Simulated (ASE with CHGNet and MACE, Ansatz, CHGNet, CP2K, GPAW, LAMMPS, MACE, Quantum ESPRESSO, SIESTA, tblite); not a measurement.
# Machine-learned potentials on amorphous 32Ga2O3-68GeO2 (mol %) (69 atoms): settings against a plane-wave reference

How do the settings of machine-learned potentials change the result for amorphous 32Ga2O3-68GeO2 (mol %) (69 atoms)? A plane-wave run serves as the yardstick.

Main program and level: ASE with CHGNet and MACE; the method is named at each step.

## 1. Starting point

The cell holds 69 atoms: 12 Ga, 13 Ge and 44 O. Its edges and angles: a = 10.328 Å, b = 10.328 Å, c = 10.328 Å, α = 90.0°, β = 90.0°, γ = 90.0°. 69 atoms (12 Fe, 13 Ge, 44 O) placed at random at 3.56 g/cm³, melted at 5000 K for 10 ps at fixed volume with the Morse and Coulomb pair potential with partial charges (Pedone, Malavasi, Menziani, Cormack and Segre, J. Phys. Chem. B 110, 11780 (2006)). Quenched from 5000 K to 300 K at 20 K/ps and fixed volume, held 5 ps, then minimised at fixed cell. Then Fe was replaced by Ga and the cell scaled by 1.006 (the potential has no terms for the new elements, so the cell is a start for a DFT relaxation).

The yardstick, on the same geometry:

| Item | Value |
| --- | --- |
| method | Kohn-Sham DFT, PBE, SSSP efficiency 1.3.0 pseudopotentials, plane waves (Quantum ESPRESSO 7.5); sssp-pbe-1.3.0-efficiency, cutoffs 60/480 Ry, Γ point |
| r.m.s. force component | 0.8296 eV/Å |
| longest force | 2.433 eV/Å |
| pressure | -2.888 GPa |
| gap (highest filled to lowest empty level) | 0.852 eV |
| time | 4 min on 4 MPI ranks of Arm Neoverse V2, shared host |
| CPU time | 16 min |

## 2. CHGNet 0.3.0 potential

Method: machine-learned interatomic potential CHGNet 0.3.0, trained on PBE(+U) plane-wave data.

The input, run.py:

```python
import numpy as np
from ase.io import read
import mlip  # loads the published weights by name

atoms = read("structure.xyz")
atoms.calc = mlip.calc("chgnet-0.3.0")
energy = atoms.get_potential_energy()
forces = atoms.get_forces()
print(f"energy {energy:.6f} eV")
print("forces (eV/A)")
for i, (a, f) in enumerate(zip(atoms, forces)):
    print(f"{i:4d} {a.symbol:2s} {f[0]:10.5f} {f[1]:10.5f} {f[2]:10.5f}")
stress = -atoms.get_stress(voigt=False) * 160.21766
print("stress (GPa, compression positive)")
for row in stress:
    print(" ".join(f"{x:10.4f}" for x in row))
```

The input, structure.xyz:

```xyz
69
Lattice="10.32770 0.00000 0.00000 0.00000 10.32770 0.00000 0.00000 0.00000 10.32770" Properties=species:S:1:pos:R:3 pbc="T T T"
Ga 2.08186 6.68574 4.76758
Ga 2.71784 9.13878 2.61425
Ga 2.64647 9.94268 5.97168
Ga 7.63300 5.85250 5.75160
Ga 0.38873 1.06179 7.13210
Ga 7.92269 3.12743 6.84220
Ga 10.09574 8.29066 6.27356
Ga 1.29602 9.78932 9.54496
Ga 7.76788 2.76762 3.63669
Ga 0.59725 4.09142 6.92286
Ga 5.26021 1.07284 4.94831
Ga 5.10509 8.05623 4.48677
Ge 3.59073 2.38074 7.60077
Ge 4.21546 6.22389 1.76325
Ge 3.33574 3.30776 3.09800
Ge 7.51495 5.27250 1.18097
Ge 9.29183 5.96642 8.61867
Ge 8.32320 1.01119 9.45387
Ge 4.43224 5.68075 6.87711
Ge 2.11852 6.43695 9.33180
Ge 7.44028 10.20996 6.63245
Ge 6.83549 0.15760 2.01721
Ge 8.04838 7.55729 3.44511
Ge 3.93021 1.13698 0.48819
Ge 0.73905 1.44691 3.82548
O 1.86363 7.53447 3.13890
O 1.79867 10.14872 7.75961
O 1.31441 7.92909 9.56035
O 8.34427 6.41030 2.23522
O 4.01789 1.06179 6.53630
O 3.86783 9.67716 4.38545
O 6.94910 1.50227 6.15634
O 4.23766 3.93599 7.09090
O 7.42417 9.01453 2.75646
O 1.25079 0.84295 5.37939
O 3.58640 2.42278 1.60141
O 9.74656 2.58502 6.61241
O 7.58208 3.76403 2.00213
O 5.82234 5.76503 1.21795
O 3.28989 6.29040 8.05364
O 8.32309 5.57613 9.97429
O 10.01797 0.65354 9.12845
O 3.97833 6.68295 5.46118
O 4.40032 2.59907 4.22393
O 6.13218 5.93636 6.93598
O 4.41581 7.77634 2.55053
O 6.60105 1.15918 3.41300
O 7.95016 2.52027 8.71875
O 0.68648 5.44797 8.77679
O 3.08871 6.19641 0.43159
O 1.40033 0.16225 2.88339
O 3.64661 4.99633 2.87854
O 5.27477 0.29455 1.23178
O 9.01939 7.39794 4.89151
O 9.41793 1.81819 3.67914
O 7.89470 0.67657 0.75279
[... 9 atom lines left out ...]
O 2.71557 10.21502 0.46774
O 7.58869 4.03307 5.07761
O 8.87893 4.99654 7.21349
O 3.99682 1.82780 9.21520
```

Launch:

```
$ OMP_NUM_THREADS=1 python run.py > output.txt
```

What it wrote:

```text
CHGNet v0.3.0 initialized with 412,525 parameters
CHGNet will run on cpu
energy -450.055298 eV
forces (eV/A)
   0 Ga   -0.11061    0.30121    0.62370
   1 Ga   -0.75164   -0.00123    1.20814
   2 Ga   -0.55639    0.34013   -0.11792
   3 Ga   -0.91362    0.21942   -0.12126
   4 Ga   -0.00270   -0.00233    0.05812
   5 Ga    0.47552   -1.22905    0.45223
   6 Ga   -0.58916    0.05199    0.16173
   7 Ga    0.64463   -0.38144   -0.62014
   8 Ga    0.73506    0.45866   -0.83400
   9 Ga    0.81370    0.14325   -0.56564
  10 Ga   -0.25929    0.33264    0.09503
  11 Ga    0.12327   -0.48546    0.14818
  12 Ge   -0.21320    1.07214    0.34792
  13 Ge    0.30482   -0.72129   -0.49185
  14 Ge    0.14404   -1.53419   -0.33029
  15 Ge   -0.71724    0.30481    0.88134
  16 Ge    0.37212    0.71670    0.26698
  17 Ge   -0.56889   -0.01971   -1.32380
  18 Ge   -0.21735   -0.68753    0.41539
  19 Ge    0.67203    0.41223   -0.28256
  20 Ge    0.29138   -0.13337    0.42423
  21 Ge   -0.38552   -0.21667   -0.85775
  22 Ge   -0.70049    0.61434   -0.38073
  23 Ge    0.20756    1.06440    0.37829
[...]
61 O    -0.42011   -0.10310    0.26518
  62 O    -0.10758   -0.14552   -0.14292
  63 O    -1.85353    0.20504   -0.05446
  64 O    -0.08308    1.55371   -0.57871
  65 O    -1.23631   -1.40479    0.08903
  66 O     0.16249   -0.37611    0.59987
  67 O    -0.78190   -1.12605   -1.34103
  68 O     0.64868    0.10748    0.10430
stress (GPa, compression positive)
   -2.5479     0.1065    -0.8357
    0.1065    -2.4006     1.9104
   -0.8357     1.9104    -1.7824
```

It took 3.5 s on 1 thread of Arm Neoverse V2, shared host; peak memory 0.88 GiB.

Banners, paths, timers and routine set-up lines are dropped from the logs unmarked, and long logs keep their key lines alone; longer cuts are marked.

Numbers from this run, and their distance from the reference:

- r.m.s. force component: 0.7641 eV/Å
- r.m.s. difference of force components: 149.3 meV/Å
- longest difference of force vectors: 518.9 meV/Å
- force difference over r.m.s. force: 18 %
- slope of forces against the reference's: 0.9079
- correlation of force components: 0.9858
- pressure: -2.244 GPa
- pressure difference: 0.6444 GPa

Length of the force difference by element (eV/Å):

```tsv
element	atoms	mean	most
Ga	12	0.26	0.43
Ge	13	0.29	0.39
O	44	0.21	0.52
```

A closer look about O33, picked at random: 10 atoms, nearest first, numbered in the order of the input, with positions taken from that point.

```tsv
atom	x	y	z	distance (Å)	bonds	Fx	Fy	Fz (eV/Å)
O33	0.00	0.00	0.00	0.00	2	0.56	-0.30	-0.34
Ge13	-0.65	-1.56	0.51	1.76	4	-0.21	1.07	0.35
Ge19	0.19	1.74	-0.21	1.77	4	-0.22	-0.69	0.42
O64	-2.36	-1.22	0.47	2.70	3	-1.85	0.21	-0.05
O40	-0.95	2.35	0.96	2.71	2	-0.04	0.58	0.15
O45	1.89	2.00	-0.15	2.76	2	1.45	0.28	0.10
O30	-0.22	-2.87	-0.55	2.94	3	0.41	-1.38	-1.17
O69	-0.24	-2.11	2.12	3.00	2	0.65	0.11	0.10
O44	0.16	-1.34	-2.87	3.17	2	1.35	-0.59	1.17
O43	-0.26	2.75	-1.63	3.20	3	-0.48	0.69	-1.31
```

Atoms are counted from 1 here, from 0 in the log.

Forces lie 18 % from the reference's, at 0.0032 times its CPU time (on 1 against 4 cores).

## 3. MACE MP-0b3 medium potential

Method: machine-learned interatomic potential MACE MP-0b3 medium, trained on PBE(+U) plane-wave data.

Edit run.py of step 2 so:

```diff
@@ -5,3 +5,3 @@
 atoms = read("structure.xyz")
-atoms.calc = mlip.calc("chgnet-0.3.0")
+atoms.calc = mlip.calc("mace-mp-0b3-medium")
 energy = atoms.get_potential_energy()
```

structure.xyz is that of step 2.

What it wrote:

```text
energy -418.623530 eV
forces (eV/A)
   0 Ga   -0.19648    0.33180    0.48018
   1 Ga   -1.02202   -0.21534    1.09377
   2 Ga   -0.75715    0.35795   -0.01820
   3 Ga   -0.93621    0.16823    0.00500
   4 Ga    0.18077   -0.07148    0.17261
   5 Ga    0.66575   -1.08717    0.57072
   6 Ga   -0.69344    0.00389    0.15248
   7 Ga    0.51574   -0.25728   -0.58781
   8 Ga    0.96957    0.49172   -0.98920
   9 Ga    0.97028   -0.05748   -0.43869
  10 Ga   -0.28652    0.56953    0.18174
  11 Ga    0.05157   -0.52391    0.44914
  12 Ge   -0.51176    0.90122    0.35956
  13 Ge    0.33767   -0.88916   -0.71566
  14 Ge    0.07552   -1.66680   -0.51705
  15 Ge   -0.63991    0.29741    1.07780
  16 Ge    0.41150    0.85210    0.46842
  17 Ge   -0.53964   -0.10472   -1.26484
  18 Ge   -0.12674   -0.53751    0.39372
  19 Ge    0.45847    0.58523   -0.14801
  20 Ge    0.18668   -0.21885    0.47900
  21 Ge   -0.17528   -0.12266   -1.03742
  22 Ge   -0.43569    0.26214   -0.50885
  23 Ge    0.06014    1.23504    0.19752
[...]
61 O    -0.28602   -0.04308    0.23612
  62 O     0.07421    0.07786   -0.24087
  63 O    -1.90034    0.27795   -0.12476
  64 O    -0.20080    1.57307   -0.55176
  65 O    -1.20296   -1.55164    0.26890
  66 O     0.15785   -0.34097    0.80708
  67 O    -0.93487   -1.37483   -1.51631
  68 O     0.69342    0.19123   -0.00474
stress (GPa, compression positive)
   -3.0926     0.0943    -0.8208
    0.0943    -2.6338     2.2507
   -0.8208     2.2507    -2.3269
```

The job ended after 6.6 s (1 thread; peak memory 0.89 GiB).

Numbers from this run, and their distance from the reference:

* r.m.s. force component: 0.7968 eV/Å
* r.m.s. difference of force components: 90.77 meV/Å
* longest difference of force vectors: 407.5 meV/Å
* force difference over r.m.s. force: 10.94 %
* slope of forces against the reference's: 0.9552
* correlation of force components: 0.9946
* pressure: -2.684 GPa
* pressure difference: 0.2036 GPa

Against the first run (18 %), the force difference from the reference is 11 %, at 2.1 times the CPU time.

## 4. MACE MP-0b2 small potential

Method: machine-learned interatomic potential MACE MP-0b2 small, trained on PBE(+U) plane-wave data.

Edit run.py of step 3 so:

```diff
@@ -5,3 +5,3 @@
 atoms = read("structure.xyz")
-atoms.calc = mlip.calc("mace-mp-0b3-medium")
+atoms.calc = mlip.calc("mace-mp-0b2-small")
 energy = atoms.get_potential_energy()
```

structure.xyz is that of step 3.

What it wrote:

```text
energy -418.831145 eV
forces (eV/A)
   0 Ga   -0.43823    0.25394    0.72318
   1 Ga   -0.86874   -0.12203    1.00723
   2 Ga   -0.67864    0.32176   -0.13072
   3 Ga   -0.84409    0.08667   -0.17039
   4 Ga    0.18137   -0.11044    0.31857
   5 Ga    0.54077   -1.08157    0.56472
   6 Ga   -0.62606    0.00819    0.11847
   7 Ga    0.52424   -0.26165   -0.54555
   8 Ga    0.85471    0.56000   -1.06878
   9 Ga    0.98777    0.17037   -0.70391
  10 Ga   -0.30056    0.57934   -0.00785
  11 Ga   -0.01748   -0.33056    0.36324
  12 Ge   -0.30664    0.94234    0.45852
  13 Ge    0.48568   -1.08936   -0.68809
  14 Ge    0.21859   -1.72779   -0.61128
  15 Ge   -0.72589    0.16371    0.98164
  16 Ge    0.28669    0.78662    0.58157
  17 Ge   -0.54653   -0.09497   -1.16419
  18 Ge   -0.34379   -0.60346    0.45874
  19 Ge    0.76745    0.53499   -0.15417
  20 Ge    0.22605   -0.20940    0.56042
  21 Ge   -0.31807   -0.12423   -1.12645
  22 Ge   -0.49086    0.41243   -0.51789
  23 Ge    0.26833    1.40436    0.24941
[...]
61 O    -0.26060   -0.08360    0.27219
  62 O     0.04947    0.11466   -0.11566
  63 O    -1.94031    0.22801   -0.09980
  64 O    -0.14478    1.72728   -0.56664
  65 O    -1.36644   -1.66824    0.26793
  66 O     0.14568   -0.28740    0.84693
  67 O    -0.88938   -1.43169   -1.43225
  68 O     0.65057    0.14454    0.01643
stress (GPa, compression positive)
   -3.2112     0.0502    -0.7802
    0.0502    -2.6068     2.3023
   -0.7802     2.3023    -2.4449
```

Run time: 5.5 s. Hardware: 1 thread; peak memory 0.66 GiB.

Against the reference:

```
r.m.s. force component                  : 0.8139 eV/Å
r.m.s. difference of force components   : 115.9 meV/Å
longest difference of force vectors     : 484 meV/Å
force difference over r.m.s. force      : 13.97 %
slope of forces against the reference's : 0.9714
correlation of force components         : 0.9902
pressure                                : -2.754 GPa
pressure difference                     : 0.1337 GPa
```

Against the first run (18 %), the force difference from the reference is 14 %, at 1.7 times the CPU time.

## 5. The ladder

Differences are against the plane-wave reference, forces as r.m.s. over components; share is that over the reference's r.m.s. force, slope the least-squares factor from reference forces to these. Total energies of different programs have different zeros and aren't compared.

```tsv
run	Δ force, r.m.s. (meV/Å)	share (%)	slope	Δ pressure (GPa)	cores	CPU time	memory (GiB)
reference	-	-	-	-	4	16 min	3.2
CHGNet 0.3.0 potential	149	18.0	0.908	0.644	1	3.1 s	0.88
MACE MP-0b3 medium potential	90.8	10.9	0.955	0.204	1	6.6 s	0.89
MACE MP-0b2 small potential	116	14.0	0.971	0.134	1	5.4 s	0.66
```

Times of the machine-learned potentials are mostly Python's start and the loading of weights.

CPU time is summed over cores on a shared host, where runs went side by side, so it is rough. Symmetry, cutoffs, thresholds, outputs and thread counts weren't matched or tuned between programs; memory under MPI is the largest rank's times the ranks.

## 6. Summary of results

```json
{"nearest in forces": "MACE MP-0b3 medium potential, 11 %", "its CPU time": "6.6 s"}
```

What this shows: Machine-learned potentials differ by 11 % (MACE MP-0b3 medium potential) to 18 % (CHGNet 0.3.0 potential); they were trained on other programs' data. The reference's pressure holds the uncorrected Pulay stress of its 60 Ry basis, so small pressure differences, and their order, may be the reference's own error. Machine-learned potentials mimic data converged in k, so the reference's own k-point error enters their differences. The quench rate of 20 K/ps is many orders above laboratory rates, so the cell is likely richer in defects and strain than a real sample. The network of bonds at the start is that of the classical potential that made the cell, and needn't be the one that DFT or experiment would give. The reference's pressure of -2.9 GPa belongs to a cell and atoms that aren't relaxed at this level. The electronic-structure runs sample only Γ, in a cell whose shortest periodic width is 10 Å.

[Also dropped from logs without a mark: logging warnings of Python, and SIESTA's first energy breakdown and zero terms.]

[Logs are printed without paths, hosts, clocks, repeated set-up lines and the standing remarks that a program may print on its own settings, such as how far it seeks lower states.]

[Hosts, paths, dates, database ids (printed as entryN), source tags and the programs' standing remarks are cut or masked in the printed files.]
